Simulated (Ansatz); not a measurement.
**ZrB2 (P6/mmm): phonon-mediated transition temperature**

What Tc do the phonons of ZrB2 (P6/mmm) give, and how does it depend on μ*? The cell shown first is a relaxed one, from steps not shown here.

Calculated with Ansatz 0.2.0; DFT PBE, scalar-relativistic, plane waves, PAW.

## (1) The cell after earlier relaxation steps

Symmetry: P6/mmm, No. 191, hexagonal system. Conventional cell: a = 3.172 Å, b = 3.172 Å, c = 3.542 Å, α = 90.00°, β = 90.00°, γ = 120.00°. Nearest to Zr lie 12 B at 2.55 Å. B has 3 B at 1.83 Å and 6 Zr at 2.55 Å nearest. Farther neighbours are not listed.

## (2) Electron–phonon run: q 3×3×2, k 9×9×6, scattering 12×12×12

The run that gives the couplings also evaluates McMillan's and Allen and Dynes's formulas and, where asked, the Eliashberg equations, over a range of μ*.

The input, input.yaml:

```yaml
crystal:
  lattice:
    - [3.1715708854, 0.0, 0.0]
    - [-1.5857854427, 2.7466609567, 0.0]
    - [0.0, 0.0, 3.5420140007]
  atoms:
    - { symbol: Zr, position: [0.0, 0.0, 0.0] }
    - { symbol: B, position: [0.3333333333, 0.6666666667, 0.5] }
    - { symbol: B, position: [0.6666666667, 0.3333333333, 0.5] }
kpoints:
  mp_grid: { grid: [9, 9, 6] }
hamiltonian:
  xc: pbe
scf:
  occupations: { method: methfessel_paxton, width: 0.2 }
output:
  eigenvalues: true
phonons:
  method: dfpt
  qmesh: [3, 3, 2]
  temperatures: { t_max: 1000, t_step: 50 }
  qpath:
    path:
      - [[0.0, 0.0, 0.0], [0.5, 0.0, 0.0], [0.33333333, 0.33333333, 0.0], [0.0, 0.0, 0.0], [0.0, 0.0, 0.5], [0.5, 0.0, 0.5], [0.33333333, 0.33333333, 0.5], [0.0, 0.0, 0.5]]
      - [[0.5, 0.0, 0.5], [0.5, 0.0, 0.0]]
      - [[0.33333333, 0.33333333, 0.5], [0.33333333, 0.33333333, 0.0]]
    npoints: 10
  electrical_resistivity:
    mesh: [12, 12, 12]
    temperatures: [20.0, 50.0, 77.0, 100.0, 150.0, 200.0, 300.0, 400.0, 600.0, 800.0]
  superconductivity: { mesh: [12, 12, 12] }
```

On the command line:

```
ansatz run input.yaml --threads 4 --pin off --max-ram 10240MiB --backend cpu --events-out ev --progress --plain --runs-dir out
```

Numbers of over 12 decimals in the logs are rounded to 6 here.

The log of the run:

```text
Warning: phonons: the dynamical matrix that this run interpolates holds no multipole term above the dipole-dipole one, and a site of this crystal is no centre of inversion, so its interpolated transverse optical and acoustic branches and sound speeds can stay off near Gamma, and the density of states and the thermodynamics with them. What a run solves at a wave vector of phonons.qpoints, Gamma apart, where the deck admits one, is free of this, and under fd what a larger phonons.supercell samples
Engine: ansatz 0.2.0, aarch64-unknown-linux-gnu
Pseudopotentials: kind: paw
Pseudopotential: Zr, paw, valence charge 12, recommended cutoff 420 eV (normal), Zr.paw.azcp
Pseudopotential: B, paw, valence charge 3, recommended cutoff 420 eV (normal), B.paw.azcp
Functional definition: PBE
  parameter kappa = 0.804
  parameter beta = 0.066725
  exchange = pbe_x(kappa = kappa, mu = beta*pi^2/3)
  correlation = pbe_c(beta = beta)
Crystal: 3 atoms, lattice volume = 30.855 Å³
Basis set: ecut = 420 eV, 575 PW (Γ), exchange–correlation on 48×48×48 points (8 copies of the dense FFT grid, shifted against one another)
Bands: 13, of which v1, the nominal top of the filled ones, is band 9 counted from 1 (8 counted from 0)
Symmetry: 24 space group operations
k-points: 48 of 486
Non-local potential: Zr, projectors of the file, l = 0: 3, l = 1: 2, l = 2: 2, l = 3: 2
Non-local potential: B, projectors of the file, l = 0: 2, l = 1: 2, l = 2: 1
PAW form: soft (Blöchl's): semilocal exchange-correlation on the pseudo side does not see the compensation charge
PAW one-centre angular grid: Zr, 590 points (default); XC on 64 Gauss nodes
PAW one-centre angular grid: B, 110 points (default); XC on 64 Gauss nodes
Initial density: superposition of atomic densities (neutral atoms: chi_scale 0, normalization atom), corrected by the library's trained network
Initial wavefunctions: pseudopotential atomic-orbital guess
Functional: x = pbe(κ = 0.804, μ = 0.219515), c = pbe(β = 0.066725)
SCF iter   1: F=—  HF=-4498.713164 eV  |F-HF|=—  |Δ(HF+E_count)|=         —  Δρ=1.52e-3  dr2=7.32e-4  ethr=1.77e-3  ⟨swp⟩=4.9  Hψ=3040  notcnv=0
preconditioner: auto → none  [insulator: Δε(μ)=0.167 eV  Ē_g=8.816 eV  σ=0.200 eV  W_gap=0.64  n_scr=8 (ndim 8)  ℏωp=21.1 eV  f_vac=0.000  D(μ)=0.47/eV (n_scr^D=0)  ε∞_Penn≈6.8]
SCF iter   2: F=—  HF=-4498.712944 eV  |F-HF|=—  |Δ(HF+E_count)|=   2.19e-4  S|Δr|=    0.00e0  Δρ=6.41e-4  dr2=8.26e-5  ethr=4.07e-6  ⟨swp⟩=2.2  Hψ=1366  notcnv=0
SCF iter   3: F=—  HF=-4498.712970 eV  |F-HF|=—  |Δ(HF+E_count)|=   2.54e-5  S|Δr|=    0.00e0  Δρ=1.51e-4  dr2=2.15e-6  ethr=4.59e-7  ⟨swp⟩=2.1  Hψ=930  notcnv=0
SCF iter   4: F=—  HF=-4498.712972 eV  |F-HF|=—  |Δ(HF+E_count)|=   2.30e-6  S|Δr|=    0.00e0  Δρ=5.77e-5  dr2=2.40e-7  ethr=1.19e-8  ⟨swp⟩=2.8  Hψ=1053  notcnv=0
SCF iter   5: F=—  HF=-4498.712973 eV  |F-HF|=—  |Δ(HF+E_count)|=   5.53e-7  S|Δr|=    0.00e0  Δρ=3.91e-6  dr2=3.63e-9  ethr=1.33e-9  ⟨swp⟩=2.0  Hψ=999  notcnv=0
SCF iter   6: F=—  HF=-4498.712973 eV  |F-HF|=—  |Δ(HF+E_count)|=   1.30e-9  S|Δr|=    0.00e0  Δρ=7.92e-7  dr2=1.03e-10  ethr=2.02e-11  ⟨swp⟩=2.0  Hψ=1060  notcnv=0
SCF iter   7: F=-4498.712973 eV  HF=-4498.712973 eV  |F-HF|=9.09e-13  |Δ(HF+E_count)|=  3.18e-11  S|Δr|=    0.00e0  Δρ=1.19e-7  dr2=1.52e-12  ethr=1.00e-12  ⟨swp⟩=5.1  Hψ=2482  notcnv=0
SCF 1 converged in 7 iterations: F = -4498.712973 eV  dr2 = 1.52e-12
  greatest PAW one-centre occupation: 0.996 electrons in one spin orbital (limit 2), on the Zr atom at site 0 (counted from 0), in its partial waves of l = 0
Initial density: read from a saved state, or passed on in memory by an earlier SCF of this step, an earlier step, the calling program or the single point that the run made first
iter 1 solved again at ethr=5.96e-8 eV; its pass at ethr=3.10e-3 eV (dr2=1.07e-5 eV) is discarded
SCF iter   1: F=—  HF=-4498.712972 eV  |F-HF|=—  |Δ(HF+E_count)|=         —  Δρ=8.46e-7  dr2=1.14e-10  ethr=5.96e-8  ⟨swp⟩=3.0  Hψ=4940  notcnv=0
eigensolver tolerance schedule: the retry pair's looser diagonalisation over-reported the residual by 93809.61 of it (diagonalisation noise at an unbounded share of the residual, at the tolerance the schedule requests for it); recorded, not acted on — ethr = c·dr2/N_el stays at c = 1.0e-1
preconditioner: auto → none  [insulator: Δε(μ)=0.165 eV  Ē_g=8.825 eV  σ=0.200 eV  W_gap=0.64  n_scr=8 (ndim 8)  ℏωp=21.1 eV  f_vac=0.000  D(μ)=0.47/eV (n_scr^D=0)  ε∞_Penn≈6.7]
SCF iter   2: F=—  HF=-4498.712973 eV  |F-HF|=—  |Δ(HF+E_count)|=   4.27e-7  S|Δr|=    0.00e0  Δρ=4.92e-7  dr2=6.29e-11  ethr=1.00e-12  ⟨swp⟩=2.9  Hψ=1409  notcnv=0
SCF iter   3: F=—  HF=-4498.712973 eV  |F-HF|=—  |Δ(HF+E_count)|=  1.64e-11  S|Δr|=    0.00e0  Δρ=2.71e-7  dr2=1.75e-11  ethr=1.00e-12  ⟨swp⟩=1.0  Hψ=624  notcnv=0
SCF iter   4: F=-4498.712973 eV  HF=-4498.712973 eV  |F-HF|=9.09e-13  |Δ(HF+E_count)|=  7.28e-12  S|Δr|=    0.00e0  Δρ=7.97e-8  dr2=1.26e-12  ethr=1.00e-12  ⟨swp⟩=2.1  Hψ=1300  notcnv=0
SCF 2 converged in 4 iterations: F = -4498.712973 eV  dr2 = 1.26e-12
phonons: the bands overlap, so this run is a metal and interpolates without the dipole-dipole term. If the crystal is really an insulator or semiconductor, its LO-TO splitting is missing
NSCF: frozen V_eff on 48 k-points
NSCF: frozen V_eff on 100 k-points
DFPT response loops at q = (0, 0, 0) (fractional): preconditioner auto → Kerker (q_TF=auto, 2.494 Å⁻¹) (partly filled bands, converged f_vac=0.000); β = 1.00, the filter's whole step (`scf.mixing.beta` (0.50) is not read by the response loops under this deck's `scf.mixing.preconditioner`; to damp them name `kerker` or `kerker_dos`, under which they read `scf.mixing.beta`, and type it under 1.00, their step now; both keys bind the ground state too); Broyden in place of MSR1
NSCF: frozen V_eff on 200 k-points
DFPT response loops at q = (0, 0, -0.5) (fractional): mixed as the last ones told, above
NSCF: frozen V_eff on 360 k-points
DFPT response loops at q = (0, 0.333333, 0) (fractional): mixed as the last ones told, above
NSCF: frozen V_eff on 360 k-points
DFPT response loops at q = (0, 0.333333, -0.5) (fractional): mixed as the last ones told, above
NSCF: frozen V_eff on 360 k-points
DFPT response loops at q = (0.333333, 0.333333, 0) (fractional): mixed as the last ones told, above
NSCF: frozen V_eff on 360 k-points
DFPT response loops at q = (0.333333, 0.333333, -0.5) (fractional): mixed as the last ones told, above
SCF iter   1: F=—  HF=-4498.713164 eV  |F-HF|=—  |Δ(HF+E_count)|=         —  Δρ=1.52e-3  dr2=7.32e-4  ethr=1.77e-3  ⟨swp⟩=4.9  Hψ=3040  notcnv=0
[...]
200.00      2.6432e0              no      2.5247e0      2.5247e0      2.8803e0        2.9003e0          2.6127e0
    300.00      5.5200e0              no      5.2717e0      5.2717e0      6.0167e0        5.8003e0          5.4369e0
    400.00      8.5364e0              no      8.1469e0      8.1469e0      9.3153e0        8.8138e0          8.3949e0
    600.00      1.4392e1              no      1.3677e1      1.3677e1      1.5821e1        1.4796e1          1.4130e1
    800.00      2.0021e1              no      1.8918e1      1.8918e1      2.2228e1        2.0765e1          1.9627e1
  mean free path at 20 K (of a tensor a third of its trace): 1949280 nm by what each carries, 1357741 by the Fermi surface alone
  Hall coefficient in a weak field at 20 K (a third of the trace): -1.545e-9 m³/C (as a tensor it moves by 36.8 % between the two finest meshes); by each state's relaxation time: -2.788e-9 m³/C; by a constant relaxation time: -2.068e-9 m³/C
  mean free path at 50 K (of a tensor a third of its trace): 11650 nm by what each carries, 9318 by the Fermi surface alone
  Hall coefficient in a weak field at 50 K (a third of the trace): -2.576e-9 m³/C (as a tensor it moves by 13.0 % between the two finest meshes); by each state's relaxation time: -2.698e-9 m³/C; by a constant relaxation time: -2.063e-9 m³/C
  mean free path at 77 K (of a tensor a third of its trace): 1581 nm by what each carries, 1284 by the Fermi surface alone
  Hall coefficient in a weak field at 77 K (a third of the trace): -2.475e-9 m³/C (as a tensor it moves by 8.5 % between the two finest meshes); by each state's relaxation time: -2.491e-9 m³/C; by a constant relaxation time: -2.061e-9 m³/C
  mean free path at 100 K (of a tensor a third of its trace): 619 nm by what each carries, 517 by the Fermi surface alone
  Hall coefficient in a weak field at 100 K (a third of the trace): -2.394e-9 m³/C (as a tensor it moves by 6.9 % between the two finest meshes); by each state's relaxation time: -2.353e-9 m³/C; by a constant relaxation time: -2.061e-9 m³/C
  mean free path at 150 K (of a tensor a third of its trace): 201 nm by what each carries, 177 by the Fermi surface alone
  Hall coefficient in a weak field at 150 K (a third of the trace): -2.264e-9 m³/C (as a tensor it moves by 5.5 % between the two finest meshes); by each state's relaxation time: -2.169e-9 m³/C; by a constant relaxation time: -2.063e-9 m³/C
  mean free path at 200 K (of a tensor a third of its trace): 105 nm by what each carries, 95.3 by the Fermi surface alone
  Hall coefficient in a weak field at 200 K (a third of the trace): -2.186e-9 m³/C (as a tensor it moves by 5.1 % between the two finest meshes); by each state's relaxation time: -2.079e-9 m³/C; by a constant relaxation time: -2.066e-9 m³/C
  mean free path at 300 K (of a tensor a third of its trace): 48.9 nm by what each carries, 45.6 by the Fermi surface alone
  Hall coefficient in a weak field at 300 K (a third of the trace): -2.096e-9 m³/C (as a tensor it moves by 5.2 % between the two finest meshes); by each state's relaxation time: -1.985e-9 m³/C; by a constant relaxation time: -2.071e-9 m³/C
  mean free path at 400 K (of a tensor a third of its trace): 31.2 nm by what each carries, 29.5 by the Fermi surface alone
  Hall coefficient in a weak field at 400 K (a third of the trace): -2.056e-9 m³/C (as a tensor it moves by 5.7 % between the two finest meshes); by each state's relaxation time: -1.946e-9 m³/C; by a constant relaxation time: -2.075e-9 m³/C
  mean free path at 600 K (of a tensor a third of its trace): 18.4 nm by what each carries, 17.5 by the Fermi surface alone
  Hall coefficient in a weak field at 600 K (a third of the trace): -2.045e-9 m³/C (as a tensor it moves by 7.0 % between the two finest meshes); by each state's relaxation time: -1.930e-9 m³/C; by a constant relaxation time: -2.070e-9 m³/C
  mean free path at 800 K (of a tensor a third of its trace): 13.2 nm by what each carries, 12.6 by the Fermi surface alone
  Hall coefficient in a weak field at 800 K (a third of the trace): -2.040e-9 m³/C (as a tensor it moves by 8.1 % between the two finest meshes); by each state's relaxation time: -1.916e-9 m³/C; by a constant relaxation time: -2.038e-9 m³/C
  the resistivity times a path that all electrons share, by the Fermi surface of the deck's mesh alone (a third of the trace): 2.509e-15 Ω·m²
  not converged in the mesh (λ; λ_tr; the resistivity at 20 K by 95.51 %; the resistivity at 50 K by 42.75 %; the resistivity at 77 K by 28.41 %; the resistivity at 100 K by 23.96 %; the resistivity at 150 K by 19.55 %; the resistivity at 200 K by 17.36 %; the resistivity at 300 K by 14.86 %; the resistivity at 400 K by 13.45 %; the resistivity at 600 K by 11.76 %; the resistivity at 800 K by 10.51 %): between neighb [...]
  vibrations of 18 cells: unjudged by the run; compare a larger repeat
  the changes of the potential over all sites missed a rigid shift's by 0.00 % (the site terms' by 0.00 %)
  between the force constants' wavevectors the phonons are obtained by Fourier interpolation alone: along a vector of fewer than three repeats the shortest translation of the supercell is 7.084 Å, and under 7.500 Å the phonon self-energy is left out by default: enlarge phonons.supercell (under dfpt, phonons.qmesh)
--- Superconductivity: potentials and phonons of a 3×3×2 supercell ---
           mesh         λ    ħω_log (meV)  μ* declared at (meV)
       12×12×12    0.1113          43.918               55.442
          6×6×6    0.1094          46.382               57.227
          3×3×3    0.1241          48.964               63.779
  λ by the species' shares of the modes' patterns: Zr 0.0574, B 0.0539
  with the Fermi level up to 95.6 meV (the hardest mode) off, states and modes as they are: density of states 0.1164 to 0.1449 /eV of one spin and cell, λ 0.0941 to 0.1240
  transition temperature on the deck's mesh (K), isotropic and anisotropic, restricted to the Fermi surface (FSR) and over the full bandwidth (FBW), and the last with the density of states resolved in a narrower window:
        μ*   McMillan   Allen–Dynes      iso. FSR      iso. FBW    aniso. FSR    aniso. FBW  narrow window
      0.08      0.000         0.000    none_found    none_found    none_found    none_found     none_found
      0.10      0.000         0.000    none_found    none_found    none_found    none_found     none_found
      0.12          -             -    none_found    none_found    none_found    none_found     none_found
      0.13          -             -    none_found    none_found    none_found    none_found     none_found
      0.14          -             -    none_found    none_found    none_found    none_found     none_found
      0.16          -             -    none_found    none_found    none_found    none_found     none_found
      0.20          -             -    none_found    none_found    none_found    none_found     none_found
  none_found: no transition down to 0.1 K
  isotope coefficients −∂ln Tc/∂ln M under μ* = 0.13, the force constants as they are, of the isotropic transitions restricted to the Fermi surface and over the full bandwidth: Zr - and -, B - and -
  converged in the mesh: between neighbouring meshes, the two finest first, λ moves by 1.71 % and 13.46 % and the anisotropic transition temperature over the full bandwidth at μ* = 0.13 by nothing (neither mesh has one) and nothing (neither mesh has one); converged means that the two finest part by at most 2.00 % and 5.00 %
  vibrations of 18 cells: unjudged by the run; compare a larger repeat
  the changes of the potential over all sites missed a rigid shift's by 0.00 % (the site terms' by 0.00 %)
  between the force constants' wavevectors the phonons are obtained by Fourier interpolation alone: along a vector of fewer than three repeats the shortest translation of the supercell is 7.084 Å, and under 7.500 Å the phonon self-energy is left out by default: enlarge phonons.supercell (under dfpt, phonons.qmesh)
[key lines of the parts left out:]
SCF converged after 7 iterations
Free energy (F): -4498.712973 eV
Fermi energy:    15.779962 eV
```

The job ended after 46 s (4 threads of Arm Neoverse V2, shared host; peak memory 0.6 GiB; 2.8 min of CPU time).

The column dr2 measures how far the density is from self-consistency, as an energy; F and HF (Harris–Foulkes) agree once it is small.

Numbers from this step:

```
volume per atom                                                                : 10.29 Å³
metallic on mesh                                                               : yes
gap on the k-mesh                                                              : 0 eV
zero point energy                                                              : 0.2660 eV/cell
share of imaginary modes in the plain interpolation between solved wavevectors : 0
highest frequency, solved or plainly interpolated                              : 770.8 cm⁻¹
Debye temperature (second moment)                                              : 959 K
resistivity at 300 K                                                           : 5.52 μΩ cm, mean of the axes
coupling constant λ                                                            : 0.1113
density of states at the Fermi level                                           : 0.1333 states/eV a spin and cell
log mean phonon energy ħω_log                                                  : 43.92 meV
transport coupling constant λ_tr                                               : 0.1132, 0.1132, 0.125 (xx, yy, zz)
Drude plasma energy                                                            : 4.189, 4.189, 4.192 eV (xx, yy, zz)
resistivity times mean free path                                               : 25.15, 25.15, 24.97 × 10⁻¹⁶ Ω m² (xx, yy, zz)
second-moment phonon energy ħω₂                                                : 55.44 meV
```

An empty cell: under 1 mK by a formula, or no transition down to the floor of the Eliashberg search. Transition temperatures:

| μ* | McMillan Tc (K) | Allen–Dynes Tc (K) |
| --- | --- | --- |
| 0.08 | - | - |
| 0.1 | - | - |
| 0.12 | - | - |
| 0.13 | - | - |
| 0.14 | - | - |
| 0.16 | - | - |
| 0.2 | - | - |

[end of part 1 of 2]

[Logs are printed without paths, hosts, clocks, repeated set-up lines and the standing remarks that a program may print on its own settings, such as how far it seeks lower states.]

[Hosts, paths, dates, database ids (printed as entryN), source tags and the programs' standing remarks are cut or masked in the printed files.]
